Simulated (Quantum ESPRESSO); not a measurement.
# Ti(0001), stepped through the number of layers, part 4 of 8

What law, if any, do the results for Ti(0001) follow against the number of layers?

Quantum ESPRESSO 7.5; plane-wave DFT, PBE, GBRV ultrasoft pseudopotentials.

So far. Step 2 (Relaxing cell and ions of the reference):  The last row is no step: it is a fresh SCF in the final cell with a new plane-wave basis, +0 meV from the row before. Step 4 (Relaxing the ions, 4 layers): The relaxation lowers the energy by 28 meV an atom.

**5. SCF with pw.x, 4 layers**

A run under open boundaries on these atoms gives the vacuum levels.

Contents of m0.esm.in:

```
&control
  prefix = 'm0.esm'
  outdir = './out'
  pseudo_dir = './pseudo'
  calculation = 'scf'
  tprnfor = .true.
/
&system
  ibrav = 0
  nat = 4
  ntyp = 1
  ecutwfc = 40
  ecutrho = 200
  occupations = 'smearing'
  smearing = 'mv'
  degauss = 0.02
  assume_isolated = 'esm'
  esm_bc = 'bc1'
/
&electrons
  conv_thr = 1e-08
  mixing_beta = 0.25
  electron_maxstep = 160
  mixing_mode = 'local-TF'
  mixing_ndim = 12
/
ATOMIC_SPECIES
  Ti  47.8670  ti_pbe_v1.4.uspp.F.UPF
CELL_PARAMETERS angstrom
  2.93894489200000 0.00000000000000 0.00000000000000
  1.46947244600000 2.54520093679451 0.00000000000000
  0.00000000000000 0.00000000000000 22.83727134028083
ATOMIC_POSITIONS crystal
  Ti  0.666666666700 0.666666666700 -0.147869045800
  Ti  0.000000000000 0.000000000000 -0.053473559100
  Ti  0.666666666700 0.666666666700 0.053473559100
  Ti  0.000000000000 0.000000000000 0.147869045800
K_POINTS automatic
  12 12 1 0 0 0
```

Run with:

```console
> OMP_NUM_THREADS=1 mpirun -n 4 pw.x -nk 4 -in m0.esm.in > m0.esm.out
```

What it wrote:

```text
[banner, memory and clock lines left out]
Program PWSCF v.7.5 starts
[citation notice left out]

[...]
Message from routine setup:
[...]
bravais-lattice index     =            0
     lattice parameter (alat)  =       5.5538  a.u.
     unit-cell volume          =    1152.8010 (a.u.)^3
     number of atoms/cell      =            4
     number of atomic types    =            1
     number of electrons       =        48.00
     number of Kohn-Sham states=           29
     kinetic-energy cutoff     =      40.0000  Ry
     charge density cutoff     =     200.0000  Ry
     scf convergence threshold =      1.0E-08
     mixing beta               =       0.2500
     number of iterations used =           12  local-TF  mixing
     Exchange-correlation=  SLA  PW   PBX  PBC
                           (   1   4   3   4   0   0   0)

     Effective Screening Medium Method
     Boundary Conditions: Vacuum-Slab-Vacuum
     total charge in unit cell        =   0.0000
     grid points for fit at edges     =        4

[...]
PseudoPot. # 1 for Ti read from file:
     ./pseudo/ti_pbe_v1.4.uspp.F.UPF
     Pseudo is Ultrasoft + core correction, Zval = 12.0
     Generated by new atomic code, or converted to UPF format
     Using radial grid of  851 points,  6 beta functions with:
                l(1) =   0
                l(2) =   0
                l(3) =   1
                l(4) =   1
                l(5) =   2
                l(6) =   2
     Q(r) pseudized with  6 coefficients,  rinner =    1.000   1.000   1.000
                                                       1.000   1.000

     atomic species   valence    mass     pseudopotential
     Ti               12.00    47.86700     Ti( 1.00)

     12 Sym. Ops., with inversion, found ( 6 have fractional translation)

[...]
number of k points=    19  Marzari-Vanderbilt smearing, width (Ry)=  0.0200
[...]
Dense  grid:    55203 G-vectors     FFT dimensions: (  27,  27, 200)

     Smooth grid:    39437 G-vectors     FFT dimensions: (  24,  24, 180)

     Check: negative core charge=   -0.000004

     Initial potential from superposition of free atoms

     starting charge      43.9998, renormalised to      48.0000

     negative rho (up, down):  1.064E-02 0.000E+00
     Starting wfcs are   40 randomized atomic wfcs

     per-process dynamical memory:    47.7 Mb

     Self-consistent Calculation

     iteration #  1     ecut=    40.00 Ry     beta= 0.25
     Davidson diagonalization with overlap
     ethr =  1.00E-02,  avg # of iterations =  6.4

     negative rho (up, down):  9.972E-03 0.000E+00

     total energy              =    -477.10193685 Ry
     estimated scf accuracy    <       1.90217425 Ry

     iteration #  2     ecut=    40.00 Ry     beta= 0.25
[...]
negative rho (up, down):  8.672E-03 0.000E+00

[...]
total energy              =    -476.43139159 Ry
     estimated scf accuracy    <       1.35082112 Ry

     iteration #  3     ecut=    40.00 Ry     beta= 0.25
[...]
negative rho (up, down):  8.848E-03 0.000E+00

[...]
total energy              =    -476.83403221 Ry
     estimated scf accuracy    <       0.27857041 Ry

     iteration #  4     ecut=    40.00 Ry     beta= 0.25
[...]
negative rho (up, down):  9.229E-03 0.000E+00

[...]
total energy              =    -476.87496600 Ry
     estimated scf accuracy    <       0.67392782 Ry

     iteration #  5     ecut=    40.00 Ry     beta= 0.25
[...]
negative rho (up, down):  1.037E-02 0.000E+00

[...]
total energy              =    -476.74664746 Ry
     estimated scf accuracy    <       0.35854448 Ry

     iteration #  6     ecut=    40.00 Ry     beta= 0.25
[...]
negative rho (up, down):  1.253E-02 0.000E+00

[...]
total energy              =    -476.84110763 Ry
     estimated scf accuracy    <       0.04013000 Ry

[...]
iteration # 30     ecut=    40.00 Ry     beta= 0.25
[...]
c_bands:  1 eigenvalues not converged
     c_bands:  1 eigenvalues not converged
     c_bands:  4 eigenvalues not converged
[...]
negative rho (up, down):  6.698E-03 0.000E+00

[...]
total energy              =    -476.86884886 Ry
     estimated scf accuracy    <       0.00000002 Ry

     iteration # 31     ecut=    40.00 Ry     beta= 0.25
[...]
c_bands:  1 eigenvalues not converged
[...]
negative rho (up, down):  6.698E-03 0.000E+00

[...]
total energy              =    -476.86884828 Ry
     estimated scf accuracy    <       0.00000001 Ry

     iteration # 32     ecut=    40.00 Ry     beta= 0.25
[...]
c_bands:  1 eigenvalues not converged
[...]
negative rho (up, down):  6.699E-03 0.000E+00

[...]
total energy              =    -476.86884863 Ry
     estimated scf accuracy    <       0.00000001 Ry

     iteration # 33     ecut=    40.00 Ry     beta= 0.25
[...]
c_bands:  1 eigenvalues not converged
[...]
negative rho (up, down):  6.700E-03 0.000E+00

[...]
End of self-consistent calculation

          k = 0.0000 0.0000 0.0000 (  4983 PWs)   bands (ev):

   -61.3109 -61.3066 -61.1267 -61.0842 -37.8533 -37.7687 -37.3502 -37.2745
   -37.2745 -37.2721 -37.2721 -37.1598 -37.1133 -37.1133 -37.0820 -37.0820
   -10.2223  -9.2677  -8.0348  -7.2780  -4.7740  -4.4696  -3.9915  -3.8319
    -3.8292  -3.7630  -3.7622  -3.6760  -3.6725

          k = 0.0000 0.0962 0.0000 (  4981 PWs)   bands (ev):

   -61.3049 -61.3009 -61.1225 -61.0810 -37.8414 -37.7629 -37.3779 -37.3148
   -37.2833 -37.2805 -37.2803 -37.1601 -37.1366 -37.1202 -37.1082 -37.0869
   -10.0314  -9.0831  -7.8611  -7.1138  -4.8456  -4.5122  -4.2124  -3.9741
    -3.8006  -3.7293  -3.7211  -3.6470  -3.6285

[...]
the Fermi energy is    -4.4228 ev

!    total energy              =    -476.86884890 Ry
     estimated scf accuracy    <          6.1E-10 Ry
     smearing contrib. (-TS)   =      -0.00328833 Ry
     internal energy E=F+TS    =    -476.86556058 Ry

     The total energy is F=E-TS. E is the sum of the following terms:
     one-electron contribution =    5911.87258408 Ry
     hartree contribution      =   -2971.39839874 Ry
     xc contribution           =     -72.06571435 Ry
     ewald contribution        =   -3345.27403157 Ry

     convergence has been achieved in  33 iterations

     negative rho (up, down):  6.700E-03 0.000E+00

     Forces acting on atoms (cartesian axes, Ry/au):

     atom    1 type  1   force =     0.00000000    0.00000000    0.00050938
     atom    2 type  1   force =     0.00000000    0.00000000   -0.00061975
     atom    3 type  1   force =     0.00000000    0.00000000    0.00061975
     atom    4 type  1   force =     0.00000000    0.00000000   -0.00050938

     Total force =     0.001135     Total SCF correction =     0.000081

[...]
```

Run time: 2.1 min. Hardware: 4 MPI ranks of Arm Neoverse N1, shared host; peak memory 0.5 GiB.

Read from the output:

- Fermi energy: -4.423 eV
- vacuum line at the lower end of the cell, over the Fermi level: 4.423 eV
- vacuum line at the upper end of the cell, over the Fermi level: 4.423 eV

The potential energy, planar mean oscillates, so the rows of the table below give means over windows of 1 Å about each position, cut where the curve ends. Its maxima inside the range that stand out by 2 % of the span (Å: eV): -2.3: -1.48, 0.0: 0.0746, 2.3: -1.48. Its minima: -3.4: -19.6, -1.3: -19.4, 1.3: -19.4, 3.4: -19.6.

Electrostatic potential energy of an electron; zero at the Fermi level. Potential energy, planar mean against z; means over each step:

z (Å), potential energy, planar mean (eV) and a bar from the least value:
```
      -11        4.4 ##############################
      -10        4.4 ##############################
       -9        4.4 ##############################
       -8        4.4 ##############################
       -7        4.4 ##############################
       -6        4.2 ##############################
       -5        2.6 ###########################
       -4       -8.2 ##########
       -3      -12.5 ###
       -2       -5.7 ##############
       -1      -14.5 
        0       -1.4 #####################
        1      -14.5 
        2       -5.7 ##############
        3      -12.5 ###
        4       -8.2 ##########
        5        2.6 ###########################
        6        4.2 ##############################
        7        4.4 ##############################
        8        4.4 ##############################
        9        4.4 ##############################
       10        4.4 ##############################
       11        4.4 ##############################
```

The vacuum levels are read from the outermost 0.7 Å of the cell on either side.

Inside the slab this potential holds the local part of the pseudopotentials, which can be repulsive at the nuclei; only its value in the vacuum has a meaning of its own.

[end of part 4 of 8]

[Logs are printed without paths, hosts, clocks, repeated set-up lines and the standing remarks that a program may print on its own settings, such as how far it seeks lower states.]

[Hosts, paths, dates, database ids (printed as entryN), source tags and the programs' standing remarks are cut or masked in the printed files.]

[Maps of the electrostatic potential energy from Ansatz leave out the sawtooth potential of an applied field or a dipole correction, so their vacuum need not be flat; planar profiles and work functions include it.]
